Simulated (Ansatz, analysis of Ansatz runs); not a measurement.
## Can an added electron hop between V atoms in VSeO4 (P2_1/c)?

Question: does an added electron stay on the V atom where it is started in VSeO4 (P2_1/c), and if so, how high is the barrier for a hop to another V site nearby? Model: a cell of 48 host atoms.

Program: Ansatz 0.2.0. Level of theory: plane-wave PAW DFT, PBEsol+U; relaxation of all atoms of a supercell at fixed charge in a uniform background; PAW set soft_1. Results are calculated unless marked as measured.

This is a report of a sequence of runs, with most program output left out.

## Step 1: Starting point

The cell holds 48 atoms: 8 V, 8 Se and 32 O. Its edges and angles: a = 7.761 Å, b = 9.863 Å, c = 8.016 Å, α = 90.0°, β = 99.4°, γ = 90.0°. It derives from VSeO4 (space group P2_1/c). Nearest the centre at fractional (0.242, 0.504, 0.196): O18 at 0.33 Å, V26 at 1.94 Å, V2 at 1.94 Å, O14 at 2.44 Å, O10 at 2.54 Å, O22 at 2.59 Å, O36 at 2.62 Å, O12 at 2.96 Å.

Hubbard terms: V d 4.0 eV. They were chosen, not fitted, to curb self-interaction in the shells named, the trial site's among them. The two sites are V2 and V26. The cell's shortest repeat is 7.8 Å. The host's moments were started antiferromagnetic in the unit cell, high spin; both sites carry the same spin direction.

## Step 2: The cell without the carrier

The neutral cell is relaxed first, from small random displacements, so that bond lengths and moments with the carrier can be set beside those of a relaxed cell without it.

The input, neutral.relax/input.yaml:

```yaml
crystal:
  lattice:
    - [7.76124563, 0.0, -0.02878868]
    - [0.0, 9.8632129, 0.0]
    - [-1.28652943, 0.0, 7.91242888]
  atoms:
    - { symbol: V, position: [0.007771, 0.004354, 0.303916], spin: 1.0 }
    - { symbol: V, position: [0.492229, 0.504354, 0.196084], spin: 1.0 }
    - { symbol: V, position: [0.492228, 0.995646, 0.696084], spin: -1.0 }
    - { symbol: V, position: [0.007772, 0.495646, 0.803916], spin: -1.0 }
    - { symbol: Se, position: [0.0956, 0.790794, 0.035291] }
    - { symbol: Se, position: [0.4044, 0.290794, 0.464709] }
    - { symbol: Se, position: [0.4044, 0.209206, 0.964709] }
    - { symbol: Se, position: [0.0956, 0.709206, 0.535291] }
[... 36 atom lines left out ...]
    - { symbol: O, position: [0.936642, 0.885627, 0.101119] }
    - { symbol: O, position: [0.563358, 0.385627, 0.398881] }
    - { symbol: O, position: [0.563357, 0.114373, 0.898881] }
    - { symbol: O, position: [0.936643, 0.614373, 0.601119] }
basis:
  ecutwfc: 420
  xc_grid: 2
hamiltonian:
  xc: pbesol
  hubbard:
    sites: [{ species: V, l: d, u_eff: 4.0 }]
    projectors: ortho-atomic
  pseudopotentials: { kind: paw, azcp: { folder: soft_1 }, xc_functional: pbe }
kpoints:
  mp_grid: { grid: [1, 1, 1] }
magnetization:
  spin_polarized: true
  initial_magnetization: 0
  spin_locking: { lock_magnetization: hard }
scf:
  occupations: { method: fermi_dirac, width: 0.01 }
  max_iter: 120
  lower_state_search: "off"
output:
  forces: true
relax:
  f_tol: 0.02
  max_steps: 70
  random_displacement: { amplitude: 0.04, seed: 1626 }
checkpoint:
  write: "../neutral.relax.run"
  compress: false
  write_wavefunctions: true
  write_every: 100000
```

Run with:

```
ansatz run input.yaml --threads 32 --pin off --max-ram 84787MiB --backend cuda --events-out ev --progress --plain --runs-dir out --max-vram 78GiB
```

It took 4.3 s on 1 × NVIDIA GB200 with 32 threads of Arm Neoverse V2, shared host; peak memory 1.1 GiB.

The largest displacement from an ideal site is 0.138 Å.

## Step 3: The electron on the first site

The nearest neighbour or neighbours of the site start displaced and the site's starting moment is changed by the carrier's spin, since a carrier doesn't trap itself in the undistorted lattice.

The input, A.relax/input.yaml:

```yaml
crystal:
  lattice:
    - [7.76124563, 0.0, -0.02878868]
    - [0.0, 9.8632129, 0.0]
    - [-1.28652943, 0.0, 7.91242888]
  atoms:
    - { symbol: V, position: [0.00817, 0.005636, 0.304158], spin: 1.0 }
    - { symbol: V, position: [0.489872, 0.505581, 0.195135], spin: 2.0 }
    - { symbol: V, position: [0.489919, 0.995139, 0.695181], spin: -1.0 }
    - { symbol: V, position: [0.007954, 0.495174, 0.804125], spin: -1.0 }
    - { symbol: Se, position: [0.091969, 0.79284, 0.033531] }
    - { symbol: Se, position: [0.405875, 0.292927, 0.465758] }
    - { symbol: Se, position: [0.405936, 0.207895, 0.965738] }
    - { symbol: Se, position: [0.09193, 0.707915, 0.533517] }
[... 36 atom lines left out ...]
    - { symbol: O, position: [0.932886, 0.888827, 0.095652] }
    - { symbol: O, position: [0.565055, 0.388828, 0.40367] }
    - { symbol: O, position: [0.565075, 0.111968, 0.903637] }
    - { symbol: O, position: [0.932754, 0.612006, 0.595559] }
total_charge: -1
basis:
  ecutwfc: 420
  xc_grid: 2
hamiltonian:
  xc: pbesol
  hubbard:
    sites: [{ species: V, l: d, u_eff: 4.0 }]
    projectors: ortho-atomic
  pseudopotentials: { kind: paw, azcp: { folder: soft_1 }, xc_functional: pbe }
kpoints:
  mp_grid: { grid: [1, 1, 1] }
magnetization:
  spin_polarized: true
  initial_magnetization: 1
  spin_locking: { lock_magnetization: hard }
scf:
  occupations: { method: fermi_dirac, width: 0.01 }
  max_iter: 120
  lower_state_search: "off"
output:
  forces: true
relax:
  f_tol: 0.015
  max_steps: 70
  escape_saddle: false
checkpoint:
  write: "../A.relax.run"
  compress: false
  write_wavefunctions: true
  write_every: 100000
```

The job ended after 7.8 s (1 × NVIDIA GB200 with 32 threads; peak memory 1.1 GiB).

The steps of the relaxation:

| step | energy less that of the first step (eV) | largest force component (eV/Å) |
| --- | --- | --- |
| 1 | 0.0000 | 2.6241 |
| 2 | -0.2989 | 1.8104 |
| 3 | -0.4734 | 0.6570 |
| 4 | -0.5108 | 0.2540 |
| 5 | -0.5205 | 0.0650 |
| 6 | -0.5221 | 0.0312 |
| 7 | -0.5227 | 0.0216 |
| 8 | -0.5205 | 0.0918 |
| 9 | -0.5230 | 0.0097 |

Relaxation step 8 was tried and not accepted.

The atoms that moved most (Å):

| atom | dx | dy | dz | length |
| --- | --- | --- | --- | --- |
| V26 | 0.261 | -0.023 | 0.062 | 0.269 |
| O42 | 0.171 | -0.043 | -0.020 | 0.177 |
| V2 | 0.139 | -0.022 | 0.046 | 0.148 |
| O22 | 0.056 | -0.018 | 0.115 | 0.129 |
| O40 | -0.102 | 0.013 | -0.015 | 0.104 |
| O14 | 0.068 | 0.034 | 0.053 | 0.093 |
| O12 | -0.071 | 0.037 | -0.043 | 0.091 |
| O38 | 0.030 | -0.080 | -0.024 | 0.089 |

The moves above count from the input, in which the site's nearest neighbours were already displaced; the distances below compare with the cell without the carrier.

Distances from V2 without and with the electron:

| atom | without (Å) | with (Å) |
| --- | --- | --- |
| O18 | 1.63 | 1.84 |
| O38 | 1.94 | 1.95 |
| O12 | 1.99 | 2.08 |
| O46 | 2.03 | 2.04 |
| O34 | 2.06 | 2.09 |

The largest changes of the moments are 0.67 μB on V2, 0.21 μB on V26 and -0.07 μB on O42. The largest part sits on the chosen site.

## Step 4: The electron on the second site

The same start is made on the second site, to get the end of the hop.

The input, B.relax/input.yaml:

```yaml
crystal:
  lattice:
    - [7.76124563, 0.0, -0.02878868]
    - [0.0, 9.8632129, 0.0]
    - [-1.28652943, 0.0, 7.91242888]
  atoms:
    - { symbol: V, position: [0.00817, 0.005636, 0.304158], spin: 1.0 }
    - { symbol: V, position: [0.489872, 0.505581, 0.195135], spin: 1.0 }
[... 7 atom lines left out ...]
    - { symbol: O, position: [0.010025, 0.372388, 0.000944] }
[... 3 atom lines left out ...]
    - { symbol: O, position: [0.066445, 0.678291, 0.33073] }
[... 3 atom lines left out ...]
    - { symbol: O, position: [0.283348, 0.47949, 0.200079] }
[... 3 atom lines left out ...]
    - { symbol: O, position: [0.064923, 0.388859, 0.403788] }
[... 3 atom lines left out ...]
    - { symbol: V, position: [0.98986, 0.505578, 0.19525], spin: 2.0 }
[... 21 atom lines left out ...]
    - { symbol: O, position: [0.932754, 0.612006, 0.595559] }
total_charge: -1
basis:
  ecutwfc: 420
  xc_grid: 2
hamiltonian:
  xc: pbesol
  hubbard:
    sites: [{ species: V, l: d, u_eff: 4.0 }]
    projectors: ortho-atomic
  pseudopotentials: { kind: paw, azcp: { folder: soft_1 }, xc_functional: pbe }
kpoints:
  mp_grid: { grid: [1, 1, 1] }
magnetization:
  spin_polarized: true
  initial_magnetization: 1
  spin_locking: { lock_magnetization: hard }
scf:
  occupations: { method: fermi_dirac, width: 0.01 }
  max_iter: 120
  lower_state_search: "off"
output:
  forces: true
relax:
  f_tol: 0.015
  max_steps: 70
  escape_saddle: false
checkpoint:
  write: "../B.relax.run"
  compress: false
  write_wavefunctions: true
  write_every: 100000
```

Wall time 7.4 s (1 × NVIDIA GB200 with 32 threads); peak memory 1.2 GiB.

Distances from V26 without and with the electron:

| atom | without (Å) | with (Å) |
| --- | --- | --- |
| O42 | 1.63 | 1.84 |
| O14 | 1.94 | 1.95 |
| O36 | 1.99 | 2.08 |
| O22 | 2.03 | 2.04 |
| O10 | 2.06 | 2.09 |

The largest changes of the moments are 0.67 μB on V26, 0.21 μB on V2 and -0.07 μB on O18. The largest part sits on the chosen site.

## Step 5: Points on the line between the two structures

All atoms move on the straight line between the two relaxed structures, 2.12 amu^1/2 Å long in mass-weighted terms. Each point starts from the state of the point before, once from either end, so that both localised states can be followed; the midpoint is also started with the carrier shared.

The input, A.x0500/input.yaml:

```yaml
crystal:
  lattice:
    - [7.76124563, 0.0, -0.02878868]
    - [0.0, 9.8632129, 0.0]
    - [-1.28652943, 0.0, 7.91242888]
  atoms:
    - { symbol: V, position: [0.006767, 0.00631, 0.30406], spin: 1.0 }
    - { symbol: V, position: [0.516791, 0.503277, 0.202055], spin: 2.0 }
[... 7 atom lines left out ...]
    - { symbol: O, position: [0.014302, 0.368476, -0.002793] }
[... 3 atom lines left out ...]
    - { symbol: O, position: [0.070696, 0.670964, 0.328489] }
[... 3 atom lines left out ...]
    - { symbol: O, position: [0.289567, 0.474741, 0.197534] }
[... 3 atom lines left out ...]
    - { symbol: O, position: [0.070856, 0.387072, 0.415743] }
[... 3 atom lines left out ...]
    - { symbol: V, position: [1.016794, 0.503279, 0.202062], spin: 1.0 }
[... 21 atom lines left out ...]
    - { symbol: O, position: [0.93099, 0.613964, 0.595926] }
total_charge: -1
basis:
  ecutwfc: 420
  xc_grid: 2
hamiltonian:
  xc: pbesol
  hubbard:
    sites: [{ species: V, l: d, u_eff: 4.0 }]
    projectors: ortho-atomic
  pseudopotentials: { kind: paw, azcp: { folder: soft_1 }, xc_functional: pbe }
kpoints:
  mp_grid: { grid: [1, 1, 1] }
magnetization:
  spin_polarized: true
  initial_magnetization: 1
  spin_locking: { lock_magnetization: hard }
scf:
  occupations: { method: fermi_dirac, width: 0.01 }
  max_iter: 120
  lower_state_search: "off"
output:
  forces: true
  eigenvalues: true
  eigenstates: { localisation: true }
  write_density: true
  write_potential: true
  volumetric_format: npy
checkpoint:
  read: "../A.x0375.run"
  write: "../A.x0500.run"
  compress: false
  write_wavefunctions: true
  write_every: 100000
```

Wall time 1.8 s (1 × NVIDIA GB200 with 32 threads); peak memory 1 GiB; 6 s of CPU time.

From eigenstates.tsv, first k-point; energies on the run's zero. The participation number counts the atoms that a state is spread over, of 48; bands count from 0.

| spin | band | energy (eV) | occupation | participation | largest share on | share |
| --- | --- | --- | --- | --- | --- | --- |
| down | 206 | 6.087 | 1.00 | 18.0 | O22 | 0.12 |
| down | 207 | 6.098 | 1.00 | 17.2 | V27 | 0.12 |
| down | 208 | 6.244 | 1.00 | 25.0 | O21 | 0.07 |
| down | 209 | 6.333 | 1.00 | 17.5 | V3 | 0.10 |
| down | 210 | 6.356 | 1.00 | 20.5 | O23 | 0.10 |
| down | 211 | 6.426 | 1.00 | 34.1 | O18 | 0.05 |
| down | 212 | 8.809 | 0.00 | 9.0 | V4 | 0.18 |
| down | 213 | 9.032 | 0.00 | 8.8 | V3 | 0.17 |
| down | 214 | 9.134 | 0.00 | 9.7 | V3 | 0.15 |
| down | 215 | 9.239 | 0.00 | 9.6 | V3 | 0.16 |
| down | 216 | 9.471 | 0.00 | 7.0 | V4 | 0.23 |
| up | 207 | 6.147 | 1.00 | 9.2 | V1 | 0.20 |
| up | 208 | 6.274 | 1.00 | 19.8 | O12 | 0.09 |
| up | 209 | 6.428 | 1.00 | 17.0 | V2 | 0.12 |
| up | 210 | 6.473 | 1.00 | 28.6 | V2 | 0.08 |
| up | 211 | 6.588 | 1.00 | 8.4 | V26 | 0.22 |
| up | 212 | 7.377 | 1.00 | 5.8 | V2 | 0.25 |
| up | 213 | 8.825 | 0.00 | 4.7 | V2 | 0.26 |
| up | 214 | 8.884 | 0.00 | 4.6 | V1 | 0.32 |
| up | 215 | 9.152 | 0.00 | 5.1 | V1 | 0.30 |
| up | 216 | 9.400 | 0.00 | 5.8 | V2 | 0.28 |
| up | 217 | 9.539 | 0.00 | 12.6 | V3 | 0.14 |

Under PBEsol+U (4 eV) at the zone centre alone, the highest filled state is spin up, spread over 6 of 48 atoms, and the lowest empty one, 1.43 eV above it, is spin down, spread over 9 of 48 atoms.

Free energies from the first end:

| started from | fraction | energy (eV) | moment change on V2 (μB) | on V26 (μB) |
| --- | --- | --- | --- | --- |
| first site | 0 | 0.000 | 0.67 | 0.21 |
| first site | 0.125 | 0.007 | 0.64 | 0.27 |
| first site | 0.25 | 0.022 | 0.59 | 0.34 |
| first site | 0.375 | 0.035 | 0.54 | 0.41 |
| first site | 0.5 | 0.041 | 0.48 | 0.48 |
| first site | 0.625 | 0.035 | 0.41 | 0.54 |
| second site | 0.875 | 0.007 | 0.27 | 0.64 |
| second site | 0.75 | 0.022 | 0.34 | 0.59 |
| second site | 0.625 | 0.035 | 0.41 | 0.54 |
| second site | 0.5 | 0.041 | 0.48 | 0.48 |
| second site | 0.375 | 0.035 | 0.54 | 0.41 |
| shared | 0.5 | 0.041 | 0.48 | 0.48 |
| second site | 1 | 0.000 | 0.21 | 0.67 |

## Step 6: Outcome

| Property | Result |
| --- | --- |
| distance of the two sites without the carrier | 3.88 Å |

The highest point of the line lies 0.04 eV above the first end, but there the electron is shared along a chain of sites and their images, so this is no barrier of a single pair, which may be higher, and the image-charge term need not cancel. The second site lies about half a repeat away: the first meets it and its image at 3.88 and 3.88 Å, so the cell models a chain, and nothing is concluded on the coupling of a single pair. A shorter hop, 3.16 Å to V28 (opposite spin), was not computed. No run compares the localised electron with one spread in the band, so its binding is unknown. The magnetic order was assumed and need not be the ground state. The total moment is locked, so a carrier of the other spin direction was not tried. The program's search for lower electronic states was switched off in all runs, so that each state is followed; none is shown to be the lowest at its structure. No image-charge correction is applied; it nearly cancels along the line while the charge stays localised. Keep in mind: sampling at the zone centre alone can move energies of charged and open-shell states by tenths of an eV or more in cells of this size; the images are only 7.8 Å apart; gap and trapping depend on the U chosen (V d 4.0 eV).

[Logs are printed without paths, hosts, clocks, repeated set-up lines and the standing remarks that a program may print on its own settings, such as how far it seeks lower states.]

[Hosts, paths, dates, database ids (printed as entryN), source tags and the programs' standing remarks are cut or masked in the printed files.]
